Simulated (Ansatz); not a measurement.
# Li2TlBr3: relaxing a made-up structure, part 2 of 2

This structure for Li2TlBr3 is made up. Its elements were placed in a known structure type with a cell scaled to their sizes. What cell does the guess relax to, and how far off was it?

Ansatz 0.2.0; DFT, PBE, plane-wave PAW, files of the set soft_1, scalar-relativistic, no spin, cell and ions relaxed at zero pressure; PAW set soft_1 (the session's first sound run).

So far: Starting point; Relaxing cell and atoms. The relaxed cell has a, b, c = 4.323, 5.604, 13.597 Å (conventional setting).

## (3) Bands of the relaxed cell

With the geometry fixed, one more self-consistent run, with a narrower smearing and the mesh shown in its input, gives the bands, and its pressure, and its forces where symmetry allows any, show how far the geometry depends on these settings.

This step: DFT, PBE, plane-wave PAW, files of the set soft_1, scalar-relativistic, no spin, bands and density of states at the relaxed cell; PAW set soft_1 (Ansatz 0.2.0).

input.yaml reads:

```yaml
crystal:
  lattice:
    - [-2.1615456194, 2.8017535531, 6.7982859347]
    - [2.1615456194, -2.8017535531, 6.7982859347]
    - [2.1615456194, 2.8017535531, -6.7982859347]
  atoms:
    - { symbol: Tl, position: [0.0, 0.5, 0.5] }
    - { symbol: Br, position: [0.5, 0.0, 0.5] }
    - { symbol: Br, position: [0.2020667984, 0.2020667984, 0.0] }
    - { symbol: Br, position: [0.7979332016, 0.7979332016, 0.0] }
    - { symbol: Li, position: [0.6906901066, 0.1906901066, 0.5] }
    - { symbol: Li, position: [0.3093098934, 0.8093098934, 0.5] }
kpoints:
  mp_grid: { grid: [10, 10, 10] }
  band_path:
    path:
      - [[0.0, 0.0, 0.0], [-0.27527377, 0.27527377, 0.27527377], [-0.48281171, 0.48281171, 0.06773582], [-0.5, 0.5, 0.0], [-0.75, 0.25, 0.25], [-0.5, 0.0, 0.5], [-0.72472623, -0.27527377, 0.72472623], [-0.5, -0.5, 0.5], [0.0, 0.0, 0.0], [-0.29246206, 0.29246206, -0.29246206], [-0.5, 0.0, 0.0], [-0.75, 0.25, 0.25]]
      - [[-0.51718829, 0.51718829, -0.06773582], [-0.29246206, 0.29246206, -0.29246206]]
      - [[-0.70753794, -0.29246206, 0.29246206], [-0.5, -0.5, 0.5]]
    npoints: 6
scf:
  occupations: { method: fermi_dirac, width: 0.03 }
  n_extra_bands: 10
hamiltonian:
  xc: pbe
  pseudopotentials: { kind: paw, azcp: { folder: soft_1 } }
output:
  forces: true
  stress: true
  write_bands: true
  dos: { projected: true }
  write_density: true
  write_potential: true
  elf: true
  volumetric_format: npy
```

Run with:

```bash
ansatz run input.yaml --threads 4 --pin off --max-ram 10240MiB --backend cpu --events-out ev --progress --plain --runs-dir out
```

Numbers of over 12 decimals in the logs are rounded to 6 here.

The log of the run:

```text
[...]
Crystal: 6 atoms, lattice volume = 164.685 Å³
Basis set: ecut = 420 eV, 3229 PW (Γ), exchange–correlation on 108×108×108 points (8 copies of the dense FFT grid, shifted against one another)
Bands: 30, of which v1, the nominal top of the filled ones, is band 20 counted from 1 (19 counted from 0)
Symmetry: 8 space group operations
[...]
k-points: 171 of 1000
[...]
SCF iter   1: F=—  HF=-20214.112124 eV  |F-HF|=—  |Δ(HF+E_count)|=         —  Δρ=3.15e-2  dr2=2.43e0  ethr=3.10e-3  ⟨swp⟩=6.9  Hψ=24582  notcnv=0  defer=2
[...]
SCF iter   8: F=-20213.161744 eV  HF=-20213.161744 eV  |F-HF|=8.40e-9  |Δ(HF+E_count)|=   4.43e-7  Δρ=2.10e-6  dr2=1.32e-8  ethr=2.50e-10  ⟨swp⟩=15.0  Hψ=41258  notcnv=0
SCF 1 converged in 8 iterations: F = -20213.161744 eV  dr2 = 1.32e-8
[...]
NSCF: frozen V_eff on 81 k-points
SCF converged after 8 iterations
Free energy (F): -20213.161744 eV
[...]
Internal energy: -20213.161744 eV  (E = F + TS)
E sigma→0 (E₀):  -20213.161744 eV
Fermi energy:    4.042982 eV
[...]
--- Forces (eV/Å), atoms counted from 1 ---
  atom   1  Tl     0.00000000     0.00000000    -0.00000000
  atom   2  Br     0.00000000     0.00000000    -0.00000000
  atom   3  Br    -0.00000000     0.00000000     0.00119560
  atom   4  Br     0.00000000     0.00000000    -0.00119560
  atom   5  Li     0.00000000     0.00000000    -0.00130732
  atom   6  Li    -0.00000000     0.00000000     0.00130732
  max |Σ_I F_I| component: 2.17e-19 eV/Å
--- Stress (GPa, compression-positive) ---
       -0.002831       0.000000      -0.000000
        0.000000      -0.002061       0.000000
       -0.000000       0.000000       0.003951
  P = ⅓ Tr σ = -0.0003 GPa (-0.003 kbar)
--- Band table (eV; the first three rows and the last of 171) ---
  k-point 0: bands = [... 16 lower, 1.5541, 1.5649, 1.8049, 2.1181, 6.9366, 7.8817, 8.0755, 8.6649, ... 6 higher]
  k-point 1: bands = [... 16 lower, 1.5664, 1.6794, 1.8322, 2.1311, 7.0198, 7.4106, 8.0990, 8.4556, ... 6 higher]
  k-point 2: bands = [... 16 lower, 1.3528, 1.5291, 1.8803, 2.1424, 6.5721, 7.1222, 7.9616, 8.7714, ... 6 higher]
  k-point 170: bands = [... 16 lower, 1.5913, 1.7243, 1.7731, 1.7893, 6.2210, 8.2508, 8.3267, 8.7102, ... 6 higher]
```

Run time: 15 s. Hardware: 4 threads of Arm Neoverse V2, shared host; peak memory 1.1 GiB; 59 s of CPU time.

Numbers from this step:

```
Fermi energy      : 4.043 eV
pressure          : -3.14e-4 GPa
gap on the k-mesh : 3.518 eV
```

From bands.tsv. The electronic bands at the labelled points (eV, zero at the valence top; v1 is the highest filled band, c1 the lowest empty one):

```csv
point,v4,v3,v2,v1,c1,c2,c3,c4
Γ,-0.71,-0.70,-0.46,-0.15,4.67,5.62,5.81,6.40
halfway,-0.96,-0.61,-0.38,-0.07,4.35,4.73,4.89,6.56
X,-1.30,-0.75,-0.62,-0.44,3.64,4.20,4.39,7.10
halfway,-0.95,-0.95,-0.81,-0.30,4.02,4.52,4.77,6.77
L,-1.27,-0.74,-0.37,-0.28,4.73,4.79,5.56,6.00
halfway,-1.29,-0.60,-0.36,-0.35,4.77,4.88,5.68,5.86
T,-1.29,-0.52,-0.40,-0.35,4.79,4.91,5.72,5.81
halfway,-1.21,-0.56,-0.55,-0.24,4.75,4.91,5.59,6.09
W,-1.13,-0.67,-0.58,-0.19,4.72,4.90,5.54,6.32
halfway,-1.24,-0.77,-0.56,-0.39,4.04,4.72,4.92,6.59
R,-1.28,-0.84,-0.58,-0.27,3.52,4.14,4.53,7.14
halfway,-1.29,-0.79,-0.59,-0.34,3.56,4.16,4.48,7.08
X1,-1.30,-0.75,-0.62,-0.44,3.64,4.20,4.39,7.10
halfway,-0.92,-0.90,-0.72,-0.48,4.29,4.79,5.16,6.89
Z,-0.67,-0.54,-0.49,-0.48,3.96,5.99,6.06,6.45
halfway,-0.63,-0.59,-0.46,-0.28,4.21,5.89,6.02,6.40
Γ,-0.71,-0.70,-0.46,-0.15,4.67,5.62,5.81,6.40
halfway,-0.83,-0.67,-0.49,-0.07,4.29,4.63,5.96,6.31
Y,-0.52,-0.42,-0.41,-0.09,3.82,4.20,5.77,6.58
halfway,-0.70,-0.42,-0.36,-0.03,3.72,4.30,5.73,6.63
S,-0.94,-0.42,-0.34,0.00,3.68,4.35,5.71,6.72
halfway,-0.88,-0.66,-0.54,-0.15,4.53,4.75,5.18,6.71
W,-1.13,-0.67,-0.58,-0.19,4.72,4.90,5.54,6.32
jump to L1,-1.27,-0.74,-0.37,-0.28,4.73,4.79,5.56,6.00
halfway,-0.87,-0.82,-0.26,-0.15,4.38,4.59,5.20,7.04
Y,-0.52,-0.42,-0.41,-0.09,3.82,4.20,5.77,6.58
```

States per cell as run, both spins, in windows of 1 eV, from dos.tsv (zero at the valence-band top):

```csv
from,to,total
-8,-7,0.00
-7,-6,0.00
-6,-5,0.00
-5,-4,1.20
-4,-3,0.80
-3,-2,3.31
-2,-1,7.11
-1,0,7.58
0,1,0.00
1,2,0.00
2,3,0.00
3,4,0.43
4,5,3.72
5,6,1.80
6,7,2.09
7,8,4.62
```

A further 20.0 states lie below the table's range.

Valence density in the ab plane of the cell as run, not the conventional one, at fractional z = 0.500, with atoms of Tl and Br and Li within 0.2 Å of it. It is the smooth field of the valence electrons, not physical close to the nuclei.

Ten steps, logarithmic in the rise over the least value, from '0' (0.0 e/Å³) to '9' (7.2 e/Å³), each cell a mean:
```
110000124544553100001
111012213555654210001
111027742345553210000
000027984123433210000
000004895111222111000
000000353100011111211
210000011000000113343
531000000000000023566
753100011110000014688
975210011111100013689
987410001111110002479
887521000111110001257
777531000000110000135
455421000000000000012
122221100000122000001
011111111110277510000
000011233221279840000
000001244443248851011
100001345555323541011
110001246555531110011
110000245504542100011
```
Columns run along a (7.7 Å), rows up along b (7.7 Å). Atoms in or near the plane, at fractional coordinates: Tl at (0.00, 0.50), Br at (0.50, 0.00), Li at (0.69, 0.19), Li at (0.31, 0.81).

ELF in the ab plane of the cell as run, not the conventional one, at fractional z = 0.500, with atoms of Tl and Br and Li within 0.2 Å of it. It is the smooth field of the valence electrons, not physical close to the nuclei.

Ten even steps from '0' (0.01) to '9' (0.97), each cell a mean:
```
000000278721688400000
110001027886798510011
211006622788888620001
111006971267887410000
000001793024554200000
000000131000121001221
210000000000000013343
431000100000000023444
243100111000110023421
024200121000110013410
103320011100121002430
003431011100011101342
333431000000011100134
344421000000000000012
123210000000000000000
001100234310067200000
000002577752069810011
100003788887317930012
110003788888731310011
110002788437872000000
000001588302786200000
```
Columns run along a (7.7 Å), rows up along b (7.7 Å). Atoms in or near the plane, at fractional coordinates: Tl at (0.00, 0.50), Br at (0.50, 0.00), Li at (0.69, 0.19), Li at (0.31, 0.81).

Electrostatic potential energy in the ab plane of the cell as run, not the conventional one, at fractional z = 0.500, with atoms of Tl and Br and Li within 0.2 Å of it. With pseudopotentials it is smooth inside the atoms' cores, unlike the true potential.

Ten even steps from '_' (-40 eV) to '@' (8 eV), each cell a mean:
```
@@@@@@@@%%%%@@@@##..______++@@@@@@@@@@@@@@
@@@@@@@@##**##%%%%**::____==%%@@@@@@@@@@@@
@@@@@@@@##----**%%@@##++++**@@@@@@@@@@@@@@
@@@@@@@@##--__::**@@@@@@%%%%@@@@@@@@@@@@@@
@@@@@@@@%%**::..++%%@@@@@@@@@@@@@@@@@@@@@@
@@@@@@@@@@%%**++**%%@@@@@@@@@@@@@@@@@@@@@@
@@@@@@@@@@@@@@%%%%%%@@@@@@@@@@@@@@%%####%%
**%%@@@@@@@@@@@@@@@@@@@@@@@@@@@@@@##==::--
..++%%@@@@@@@@@@@@@@@@@@@@@@@@@@@@##--____
__..++%%@@@@@@@@@@@@@@@@@@@@@@@@@@%%==____
____::##@@@@@@@@@@@@@@@@@@@@@@@@@@@@**..__
____..++%%@@@@@@@@@@@@@@@@@@@@@@@@@@%%++..
::..::++%%@@@@@@@@@@@@@@@@@@@@@@@@@@@@%%++
##++++##%%@@@@@@@@@@@@@@@@@@@@@@@@@@@@@@%%
@@%%%%%%@@@@@@@@@@@@@@@@##**##%%@@@@@@@@@@
@@@@@@@@@@@@@@@@@@@@@@@@##----**%%@@@@@@@@
@@@@@@@@@@@@@@@@@@@@@@@@##--__::**@@@@@@@@
@@@@@@@@@@@@@@%%####%%@@%%**::::++%%@@@@@@
@@@@@@@@@@@@@@##--..--**%%%%**++**%%@@@@@@
@@@@@@@@@@@@@@##..____..**@@@@%%%%%%@@@@@@
@@@@@@@@@@@@@@%%--______::##@@@@@@@@@@@@@@
```
Columns run along a (7.7 Å; values clipped at the 3rd and 97th percentile), rows up along b (7.7 Å). Atoms in or near the plane, at fractional coordinates: Tl at (0.00, 0.50), Br at (0.50, 0.00), Li at (0.69, 0.19), Li at (0.31, 0.81).

## (4) Results

```json
{
 "space group, relaxed": "Immm",
 "conventional cell": "a = 4.323, b = 5.604, c = 13.597 Å; α = 90.0°, β = 90.0°, γ = 90.0°",
 "volume per atom": "27.45 Å³ (guess 26.44)"
}
```

In words: Li2TlBr3 relaxes to Immm with a = 4.323, b = 5.604 and c = 13.597 Å. The guessed volume was 4 % too small. The space group Immm was held in the relaxation, so the end point is a stationary structure within it and may be a saddle against distortions or other arrangements. It has an indirect Kohn–Sham gap of 3.52 eV, which semilocal functionals understate. On the 10×10×10 mesh with the narrower smearing (relaxed on 8×8×8) the largest force component is 0.001 eV/Å and the largest stress component is 0.004 GPa, within the relaxation's thresholds of 0.015 eV/Å and 0.05 GPa. The cutoff wasn't tested. Spin-orbit coupling is left out, which can matter for elements this heavy. No dispersion term is used, so weakly bound directions may come out too long. Nothing here tests whether the compound is stable against decomposition.

[Logs are printed without paths, hosts, clocks, repeated set-up lines and the standing remarks that a program may print on its own settings, such as how far it seeks lower states.]

[Hosts, paths, dates, database ids (printed as entryN), source tags and the programs' standing remarks are cut or masked in the printed files.]
